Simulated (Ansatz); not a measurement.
# Changed inputs in constrained RPA: Cs2ThCl6 (P-3m1)

Aim: hold the target of a cRPA run on Cs2ThCl6 (P-3m1) and move one thing at a time.

Program: Ansatz 0.2.0. Level of theory: constrained RPA on LDA, plane waves, PAW. Results are calculated unless marked as measured.

**1. The starting structure**

Symmetry: P-3m1, No. 164, trigonal system. The conventional cell has a = 7.614 Å, b = 7.614 Å, c = 6.038 Å, α = 90.00°, β = 90.00°, γ = 120.00°. Cs has 12 Cl at 3.62 to 3.81 Å nearest. Nearest to Th lie 6 Cl at 2.81 Å. Nearest to Cl lie 1 Th at 2.81 Å and 4 Cs at 3.62 to 3.81 Å. Farther neighbours and most contacts between anions are not listed.

Coordinates:

```cif
data_structure
_symmetry_space_group_name_H-M 'P-3m1'
_symmetry_Int_Tables_number 164
_cell_length_a 7.6140
_cell_length_b 7.6140
_cell_length_c 6.0380
_cell_angle_alpha 90.000
_cell_angle_beta 90.000
_cell_angle_gamma 120.000
_cell_volume 303.14
loop_
_atom_site_label
_atom_site_type_symbol
_atom_site_symmetry_multiplicity
_atom_site_Wyckoff_symbol
_atom_site_fract_x
_atom_site_fract_y
_atom_site_fract_z
_atom_site_occupancy
Cs1 Cs 2 d 0.33333 0.66667 0.75000 1
Th1 Th 1 a 0.00000 0.00000 0.00000 1
Cl1 Cl 6 i 0.64400 0.82200 0.25600 1
```

The cell and positions come from the Crystallography Open Database and are kept as given unless a step says otherwise. The program's search for lower electronic states was switched off, so nothing shows that the state found is the lowest. Spin-orbit coupling is left out unless a step names it. The default PAW set here is soft_2. Its files were made with PBE.

**2. Base: Th f, bands c1 to c7, 3×3×2 mesh, medium accuracy**

Constrained RPA screens the interaction with every transition except those inside the target bands, which a later many-body model would treat itself.

input.yaml reads:

```yaml
crystal:
  lattice:
    - [0.0, -5.38391103, 5.38391103]
    - [5.38391103, 0.0, -5.38391103]
    - [3.48604093, 3.48604093, 3.48604093]
  atoms:
    - { symbol: Cs, position: [0.3333333333, 0.6666666667, 0.75] }
    - { symbol: Cs, position: [0.6666666667, 0.3333333333, 0.25] }
    - { symbol: Th, position: [0.0, 0.0, 0.0] }
    - { symbol: Cl, position: [0.178, 0.822, 0.256] }
    - { symbol: Cl, position: [0.178, 0.356, 0.256] }
    - { symbol: Cl, position: [0.644, 0.822, 0.256] }
    - { symbol: Cl, position: [0.822, 0.178, 0.744] }
    - { symbol: Cl, position: [0.356, 0.178, 0.744] }
    - { symbol: Cl, position: [0.822, 0.644, 0.744] }
kpoints:
  mp_grid: { grid: [6, 6, 4] }
hamiltonian:
  xc: lda
scf:
  occupations: { method: gaussian, width: 0.08 }
  n_extra_bands: 21
  max_iter: 150
  lower_state_search: "off"
output:
  crpa:
    kmesh: [3, 3, 2]
    target_bands: [c1, c7]
    projections: [{ species: Th, l: f, shell: 5 }]
  local_orbitals:
    kmesh: [6, 6, 4]
    orbitals: [{ species: Th, l: f, shell: 5 }]
    window: { bands: [c1, c7] }
    seedname: lo
```

Command:

```
> ansatz run input.yaml --threads 8 --pin off --max-ram 18432MiB --backend cpu --events-out ev --progress --plain --runs-dir out
```

Numbers of over 12 decimals in the logs are rounded to 6 here.

What it wrote:

```text
Th: projections on atomic orbitals take those of the free atom [Xe 4f14 5d10] 5f0 6s2 6p6 6d2 7s2, of charge +0.00 (hamiltonian.pseudopotentials.projection_atoms); the dataset's partial waves leave at most 9.8e-5 of an orbital's norm unspanned inside its sphere
scf.n_extra_bands = 21 over 36 filled bands (N_el = 72.0): the run solves 57 bands
Engine: ansatz 0.2.0, aarch64-unknown-linux-gnu
Pseudopotentials: kind: paw
Pseudopotential: Cs, paw, valence charge 9, recommended cutoff 420 eV (normal), Cs.paw.azcp
Pseudopotential: Th, paw, valence charge 12, recommended cutoff 420 eV (normal), Th.paw.azcp
Pseudopotential: Cl, paw, valence charge 7, recommended cutoff 420 eV (normal), Cl.paw.azcp
Functional definition: SPW92
  exchange = slater_x
  correlation = pw_c
Crystal: 9 atoms, lattice volume = 303.144 Å³
Basis set: ecut = 420 eV, 5871 PW (Γ)
Bands: 57, of which v1, the nominal top of the filled ones, is band 36 counted from 1 (35 counted from 0)
Symmetry: 12 space group operations
Space group: P-3m1 (ITA 164), of the structure as read, at distance tolerance 6.7e-5 Å
k-points: 24 of 144
Non-local potential: Cs, projectors of the file, l = 0: 3, l = 1: 2, l = 2: 2, l = 3: 2
Non-local potential: Th, projectors of the file, l = 0: 3, l = 1: 2, l = 2: 2, l = 3: 3
Non-local potential: Cl, projectors of the file, l = 0: 2, l = 1: 2, l = 2: 2
PAW form: soft (Blöchl's): semilocal exchange-correlation on the pseudo side does not see the compensation charge
PAW frozen core: Cs, regenerated for the run's functional, and the local potential with it (the file was generated under x = pbe(κ = 0.804, μ = 0.219515), c = pbe(β = 0.066725))
PAW frozen core: Th, regenerated for the run's functional, and the local potential with it (the file was generated under x = pbe(κ = 0.804, μ = 0.219515), c = pbe(β = 0.066725))
PAW frozen core: Cl, regenerated for the run's functional, and the local potential with it (the file was generated under x = pbe(κ = 0.804, μ = 0.219515), c = pbe(β = 0.066725))
PAW one-centre angular grid: Cs, 194 points (default); XC on 64 Gauss nodes
PAW one-centre angular grid: Th, 590 points (default); XC on 64 Gauss nodes
PAW one-centre angular grid: Cl, 110 points (default); XC on 64 Gauss nodes
Initial density: superposition of atomic densities (neutral atoms: chi_scale 0, normalization atom), corrected by the library's trained network
Initial wavefunctions: pseudopotential atomic-orbital guess
Functional: x = slater, c = lda
SCF iter   1: F=—  HF=-30165.224377 eV  |F-HF|=—  |Δ(HF+E_count)|=         —  Δρ=5.86e-3  dr2=1.52e-1  ethr=1.77e-3  ⟨swp⟩=7.6  Hψ=6288  notcnv=0  defer=50
[...]
SCF iter   7: F=-30165.182243 eV  HF=-30165.182243 eV  |F-HF|=1.45e-9  |Δ(HF+E_count)|=   6.70e-8  Δρ=1.40e-6  dr2=9.37e-9  ethr=1.39e-10  ⟨swp⟩=10.2  Hψ=5041  notcnv=0
SCF 1 converged in 7 iterations: F = -30165.182243 eV  dr2 = 9.37e-9
[...]
NSCF: frozen V_eff on 27 k-points
NSCF: frozen V_eff on 6 k-points
[...]
cRPA screening: q 1/18
cRPA screening: q 2/18
cRPA screening: q 3/18
cRPA screening: q 9/18 (q-point 4)
cRPA screening: q 15/18 (q-point 9)
cRPA screening: q 17/18 (q-point 10)
SCF converged after 7 iterations
Free energy (F): -30165.182243 eV
Harris-Foulkes:  -30165.182243 eV  (|F-HF|=1.45e-9)
Internal energy: -30165.182243 eV  (E = F + TS)
E sigma→0 (E₀):  -30165.182243 eV
Fermi energy:    4.060772 eV
--- Per-component energies (eV) ---
  E_band       = -345.304834
  E_kinetic    = 1466.605531
  E_local      = -2597.403324  (includes V_loc(G=0)·N_el)
  E_nonlocal   = 407.136699
  E_hartree    = 808.938039
  E_xc         = -1363.314538
  E_vxc        = -1155.439599  (∫ρ·V_xc dr)
  E_paw        = -25246.695557  (= ΣΔE_a)
  E_vpaw       = -84.080959  (= ΣTr[D̂ρ^β])
  E_aug_tail   = 0.000595  (compensation charges beyond the density's cutoff)
  E_ewald      = -3642.374628
  E_core_change = 1.924942  (= ΣΔE_core)
  E_smearing   = -0.000000  (= −TS)
  E_closure    = 0.000000  (closes the sum)
  Σ components = -30165.182243   (vs F -30165.182243, Δ=0.00e0)
--- Band table (eV; the first three rows and the last of 24) ---
  k-point 0: bands = [... 32 lower, 1.8702, 1.9184, 1.9184, 2.1762, 5.9673, 6.1073, 6.1073, 6.1343, ... 17 higher]
  k-point 1: bands = [... 32 lower, 1.8342, 2.0376, 2.0376, 2.0690, 5.9571, 6.1000, 6.1000, 6.1518, ... 17 higher]
  k-point 2: bands = [... 32 lower, 1.8324, 1.8775, 2.0490, 2.0490, 5.9461, 6.0950, 6.0950, 6.1687, ... 17 higher]
  k-point 23: bands = [... 32 lower, 1.6701, 1.7112, 2.0218, 2.0218, 5.9615, 6.1110, 6.1110, 6.1233, ... 17 higher]
--- cRPA (band scheme, projected local orbitals): target bands 37..43 (1-based), 7 Wannier function(s), 3×3×2 mesh, 86 bands' worth read of 91 solved, ecut_chi 136.0 eV, v(q+G=0) probe_charge, pair densities all_electron ---
  bands read: the sum over 86 bands ends inside a degenerate multiplet in 2 slots, whose members it reads at an even weight; the widest, k=8: bands 86 to 87 (counted from 1) at 1/2 each
  χ-basis size per q: N_G = 1092..1109
  window electrons = 0.0000, filled by tetrahedron_uncorrected; constrained ε̄⁻¹(q = 0, 0) head = 0.340150; min gauge Gram eig = 0.8672
  Kanamori averages over each shell's own Wannier functions (sites counted from 0, functions from 1):
    Site 2, 5F, 7 of 7 f orbitals (Wannier functions 1, 2, 3, 4, 5, 6, 7; wannier90's mr 1, 2, 3, 4, 5, 6, 7):
      screened: U = 4.9298 eV, U' = 4.2805 eV, J = 0.3052 eV
      screened f-shell averages: U_bar = F0 = 4.3732 eV, J_bar = 0.3980 eV
      screened, to within: U = 8.6e-3 eV, U' = 8.6e-3 eV, J = 4.7e-4 eV
      screened f-shell averages, to within: U_bar = 7.8e-3 eV, J_bar = 6.1e-4 eV
      bare: V = 15.0273 eV, V' = 14.1110 eV, J = 0.4198 eV
      bare f-shell averages: V_bar = F0 = 14.2419 eV, J_bar = 0.5507 eV
  Hermiticity witness max|P − P†| over intra, direct and exchange elements: 7.11e-15 eV (screened), 1.78e-15 eV (bare)
  Reality witness max|Im| over intra, direct and exchange elements: 1.34e-15 eV (screened), 3.50e-18 eV (bare)
```

Wall time 2 min (8 threads of Arm Neoverse V2, shared host); peak memory 2.4 GiB.

The column dr2 measures how far the density is from self-consistency, as an energy; F and HF (Harris–Foulkes) agree once it is small.

Numbers from this step:

* U: 4.930 eV
* U prime (inter-orbital): 4.280 eV
* J: 0.3052 eV
* bare V: 15.03 eV
* bare J: 0.4198 eV
* stated bound on U: 0.008571 eV
* U over bare V: 0.3281
* electrons in the window: 0
* head of the constrained inverse dielectric matrix: 0.3402
* least eigenvalue of the projection's overlap: 0.8672
* target functions: 7
* bands in the sums: 86
* r.m.s. miss of the model bands: 2.23e-4 eV
* width of the target bands: 0.4275 eV
* weight of the projected orbitals in the window: 0.9320

On the Th f shell, screening brings the on-site interaction from 15.0 eV down to U = 4.93 eV.

**3. Changed: sums over states on smooth products**

Changes to input.yaml since step 2:

```diff
@@ -29,6 +29,5 @@
     projections: [{ species: Th, l: f, shell: 5 }]
-  local_orbitals:
-    kmesh: [6, 6, 4]
-    orbitals: [{ species: Th, l: f, shell: 5 }]
-    window: { bands: [c1, c7] }
-    seedname: lo
+    accuracy: sum_over_states
+    pair_densities: pseudo
+    n_empty_bands: 72
+    ecut_chi: 136
```

What it wrote:

```text
[...]
Crystal: 9 atoms, lattice volume = 303.144 Å³
Basis set: ecut = 420 eV, 5871 PW (Γ)
Bands: 57, of which v1, the nominal top of the filled ones, is band 36 counted from 1 (35 counted from 0)
Symmetry: 12 space group operations
[...]
k-points: 24 of 144
[...]
SCF iter   1: F=—  HF=-30165.224377 eV  |F-HF|=—  |Δ(HF+E_count)|=         —  Δρ=5.86e-3  dr2=1.52e-1  ethr=1.77e-3  ⟨swp⟩=7.6  Hψ=6288  notcnv=0  defer=50
[...]
SCF iter   7: F=-30165.182243 eV  HF=-30165.182243 eV  |F-HF|=1.45e-9  |Δ(HF+E_count)|=   6.70e-8  Δρ=1.40e-6  dr2=9.37e-9  ethr=1.39e-10  ⟨swp⟩=10.2  Hψ=5041  notcnv=0
SCF 1 converged in 7 iterations: F = -30165.182243 eV  dr2 = 9.37e-9
[...]
NSCF: frozen V_eff on 6 k-points
[...]
cRPA screening: q 1/18
cRPA screening: q 2/18
cRPA screening: q 3/18
cRPA screening: q 9/18 (q-point 4)
cRPA screening: q 15/18 (q-point 9)
cRPA screening: q 17/18 (q-point 10)
SCF converged after 7 iterations
Free energy (F): -30165.182243 eV
[...]
Internal energy: -30165.182243 eV  (E = F + TS)
E sigma→0 (E₀):  -30165.182243 eV
Fermi energy:    4.060772 eV
[...]
--- Band table (eV; the first three rows and the last of 24) ---
  k-point 0: bands = [... 32 lower, 1.8702, 1.9184, 1.9184, 2.1762, 5.9673, 6.1073, 6.1073, 6.1343, ... 17 higher]
  k-point 1: bands = [... 32 lower, 1.8342, 2.0376, 2.0376, 2.0690, 5.9571, 6.1000, 6.1000, 6.1518, ... 17 higher]
  k-point 2: bands = [... 32 lower, 1.8324, 1.8775, 2.0490, 2.0490, 5.9461, 6.0950, 6.0950, 6.1687, ... 17 higher]
  k-point 23: bands = [... 32 lower, 1.6701, 1.7112, 2.0218, 2.0218, 5.9615, 6.1110, 6.1110, 6.1233, ... 17 higher]
[...]
χ-basis size per q: N_G = 1092..1109
[...]
U and J over all bands: no bound (output.crpa.accuracy: sum_over_states); those below are of the sums over the bands read on the sphere of ecut_chi alone
[...]
screened: U = 5.3930 eV, U' = 4.6398 eV, J = 0.3537 eV
      screened f-shell averages: U_bar = F0 = 4.7474 eV, J_bar = 0.4613 eV
      bare: V = 15.0273 eV, V' = 14.1110 eV, J = 0.4198 eV
      bare f-shell averages: V_bar = F0 = 14.2419 eV, J_bar = 0.5507 eV
[...]
```

Wall time 11 s (8 threads); peak memory 1.3 GiB.

This variant gives U = 5.39 eV against 4.93 eV. It is a finite sum over empty states with no bound on its error and stays out of the table below.

**4. Changed: smooth pair densities**

Changes to input.yaml since step 3:

```diff
@@ -29,5 +29,2 @@
     projections: [{ species: Th, l: f, shell: 5 }]
-    accuracy: sum_over_states
     pair_densities: pseudo
-    n_empty_bands: 72
-    ecut_chi: 136
```

What it wrote:

```text
[...]
Crystal: 9 atoms, lattice volume = 303.144 Å³
Basis set: ecut = 420 eV, 5871 PW (Γ)
Bands: 57, of which v1, the nominal top of the filled ones, is band 36 counted from 1 (35 counted from 0)
Symmetry: 12 space group operations
[...]
k-points: 24 of 144
[...]
screened, to within: U = 6.0e-3 eV, U' = 6.0e-3 eV, J = 1.6e-4 eV
      screened f-shell averages, to within: U_bar = 5.7e-3 eV, J_bar = 2.1e-4 eV
      screened, sum over states alone: U = 5.4850 eV, U' = 4.7298 eV, J = 0.3547 eV
      screened f-shell averages, sum over states alone: U_bar = F0 = 4.8377 eV, J_bar = 0.4626 eV
      bare: V = 15.0273 eV, V' = 14.1110 eV, J = 0.4198 eV
      bare f-shell averages: V_bar = F0 = 14.2419 eV, J_bar = 0.5507 eV
[...]
[key lines of the parts left out:]
SCF converged after 7 iterations
Free energy (F): -30165.182243 eV
Fermi energy:    4.060772 eV
```

It took 92 s on 8 threads; peak memory 2.2 GiB.

This step gave:

- U: 5.032 eV
- U prime (inter-orbital): 4.321 eV
- J: 0.3331 eV
- bare V: 15.03 eV
- bare J: 0.4198 eV
- stated bound on U: 0.005960 eV
- U over bare V: 0.3348
- electrons in the window: 0
- head of the constrained inverse dielectric matrix: 0.3405
- least eigenvalue of the projection's overlap: 0.8672
- target functions: 7
- bands in the sums: 86
- width of the target bands: 0.4275 eV
- weight of the projected orbitals in the window: 0.9320

On the Th f shell, screening brings the on-site interaction from 15.0 eV down to U = 5.03 eV.

**5. Changed: sums without a band count**

Changes to input.yaml since step 4:

```diff
@@ -29,2 +29,2 @@
     projections: [{ species: Th, l: f, shell: 5 }]
-    pair_densities: pseudo
+    accuracy: sum_over_states
```

What it wrote:

```text
Error: 2 input errors — fix all and re-run
  1. invalid value for `output.crpa.n_empty_bands`: is left out, and the sums over bands alone (accuracy: sum_over_states under output.crpa) have no default for it, since their result follows it; type one, or take accuracy: low, medium or high under output.crpa
  2. invalid value for `output.crpa.ecut_chi`: is left out, and the sums over bands alone (accuracy: sum_over_states under output.crpa) have no default for it, since their result follows it; type one, or take accuracy: low, medium or high under output.crpa
```

Wall time 0.17 s (8 threads); peak memory 0.1 GiB.

The program refused the input before any cycle.

The program's message: “Error: 2 input errors — fix all and re-run”

The fault put into this input: sums without a band count.

**6. Changed: potentials**

Changes to input.yaml since step 5:

```diff
@@ -19,2 +19,3 @@
   xc: lda
+  pseudopotentials: { kind: paw, source: ansatz }
 scf:
@@ -29,2 +30 @@
     projections: [{ species: Th, l: f, shell: 5 }]
-    accuracy: sum_over_states
```

What it wrote:

```text
[...]
Crystal: 9 atoms, lattice volume = 303.144 Å³
Basis set: ecut = 660 eV, 11653 PW (Γ)
Bands: 57, of which v1, the nominal top of the filled ones, is band 36 counted from 1 (35 counted from 0)
Symmetry: 12 space group operations
[...]
k-points: 24 of 144
[...]
χ-basis size per q: N_G = 1092..1109
[...]
screened: U = 4.9245 eV, U' = 4.2780 eV, J = 0.3039 eV
      screened f-shell averages: U_bar = F0 = 4.3703 eV, J_bar = 0.3963 eV
      screened, to within: U = 9.2e-3 eV, U' = 9.2e-3 eV, J = 4.8e-4 eV
      screened f-shell averages, to within: U_bar = 8.3e-3 eV, J_bar = 6.2e-4 eV
      bare: V = 14.9782 eV, V' = 14.0647 eV, J = 0.4185 eV
      bare f-shell averages: V_bar = F0 = 14.1952 eV, J_bar = 0.5490 eV
[...]
[key lines of the parts left out:]
SCF converged after 11 iterations
Free energy (F): -30276.322173 eV
Fermi energy:    4.101999 eV
```

The job ended after 6.5 min (8 threads; peak memory 4.5 GiB).

This step gave:

```
U                                                 : 4.925 eV
U prime (inter-orbital)                           : 4.278 eV
J                                                 : 0.3039 eV
bare V                                            : 14.98 eV
bare J                                            : 0.4185 eV
stated bound on U                                 : 0.009115 eV
U over bare V                                     : 0.3288
electrons in the window                           : 0
head of the constrained inverse dielectric matrix : 0.3403
least eigenvalue of the projection's overlap      : 0.8670
target functions                                  : 7
bands in the sums                                 : 86
width of the target bands                         : 0.4309 eV
weight of the projected orbitals in the window    : 0.9317
```

On the Th f shell, screening brings the on-site interaction from 15.0 eV down to U = 4.92 eV.

**7. Changed: r2SCAN**

This step: constrained RPA on r2SCAN, plane waves, PAW.

Changes to input.yaml since step 6:

```diff
@@ -18,4 +18,3 @@
 hamiltonian:
-  xc: lda
-  pseudopotentials: { kind: paw, source: ansatz }
+  xc: r2scan
 scf:
```

What it wrote:

```text
[...]
Crystal: 9 atoms, lattice volume = 303.144 Å³
Basis set: ecut = 500 eV, 7679 PW (Γ), exchange–correlation on 240×240×180 points (64 copies of the dense FFT grid, shifted against one another)
Bands: 57, of which v1, the nominal top of the filled ones, is band 36 counted from 1 (35 counted from 0)
Symmetry: 12 space group operations
[...]
k-points: 24 of 144
[...]
χ-basis size per q: N_G = 1092..1109
[...]
screened: U = 5.5089 eV, U' = 4.8391 eV, J = 0.3148 eV
      screened f-shell averages: U_bar = F0 = 4.9347 eV, J_bar = 0.4105 eV
      screened, to within: U = 1.2e-2 eV, U' = 1.2e-2 eV, J = 4.8e-4 eV
      screened f-shell averages, to within: U_bar = 1.1e-2 eV, J_bar = 6.3e-4 eV
      bare: V = 15.2419 eV, V' = 14.3094 eV, J = 0.4278 eV
      bare f-shell averages: V_bar = F0 = 14.4427 eV, J_bar = 0.5610 eV
[...]
[key lines of the parts left out:]
SCF converged after 7 iterations
Free energy (F): -31139.488132 eV
Fermi energy:    4.195985 eV
```

The job ended after 2.9 min (8 threads; peak memory 3.3 GiB; 22 min of CPU time).

Numbers from this step:

```yaml
u: 5.509 eV
u_prime_inter_orbital: 4.839 eV
j: 0.3148 eV
bare_v: 15.24 eV
bare_j: 0.4278 eV
stated_bound_on_u: 0.01103 eV
u_over_bare_v: 0.3614
electrons_in_the_window: 0
head_of_the_constrained_inverse_dielectric_matrix: 0.3792
least_eigenvalue_of_the_projection_s_overlap: 0.8816
target_functions: 7
bands_in_the_sums: 86
width_of_the_target_bands: 0.4656 eV
weight_of_the_projected_orbitals_in_the_window: 0.9388
```

On the Th f shell, screening brings the on-site interaction from 15.2 eV down to U = 5.51 eV.

**8. Side by side**

Times are wall times on 8 threads of Arm Neoverse V2, shared host, good to a factor of about two.

```
                  run  bare V (eV)  U (eV)  J (eV)  bound on U (eV)  width (eV)     time
        target window        15.03   4.930   0.305           0.0086        0.43    2 min
smooth pair densities        15.03   5.032   0.333           0.0060        0.43     92 s
           potentials        14.98   4.925   0.304           0.0091        0.43  6.5 min
               r2SCAN        15.24   5.509   0.315           0.0110        0.47  2.9 min
```

**9. Results**

```json
{
 "target window": "U 4.93 eV, J 0.31 eV",
 "smooth pair densities": "U 5.03 eV, J 0.33 eV",
 "potentials": "U 4.92 eV, J 0.30 eV",
 "r2SCAN": "U 5.51 eV, J 0.31 eV"
}
```

In words: Smooth pair densities moves U by +0.10 eV. Potentials moves U by −0.01 eV (within the solver's bounds, for the mean over orbitals) at 3.3 times the time. r2SCAN moves U by +0.58 eV. The printed bound covers the solver alone, not the mesh, and no denser mesh than the base was run. The parent state is non-magnetic and the interaction static (zero frequency); U depends on the window and the orbitals, so it belongs to this model alone. Spin-orbit coupling, which is strong for atoms this heavy, is left out. Coarse meshes can leave U off its limit, most where the target bands are metallic.

[Paths, hosts, dates, memory and timing lines, banners, echoed tables and standing remarks are left out of the program output.]

[Logs are printed without paths, hosts, clocks, repeated set-up lines and the standing remarks that a program may print on its own settings, such as how far it seeks lower states.]

[Runs of the session that timed out or met a known fault of the program may be left out.]

[Hosts, paths, dates, database ids (printed as entryN), source tags and the programs' standing remarks are cut or masked in the printed files.]
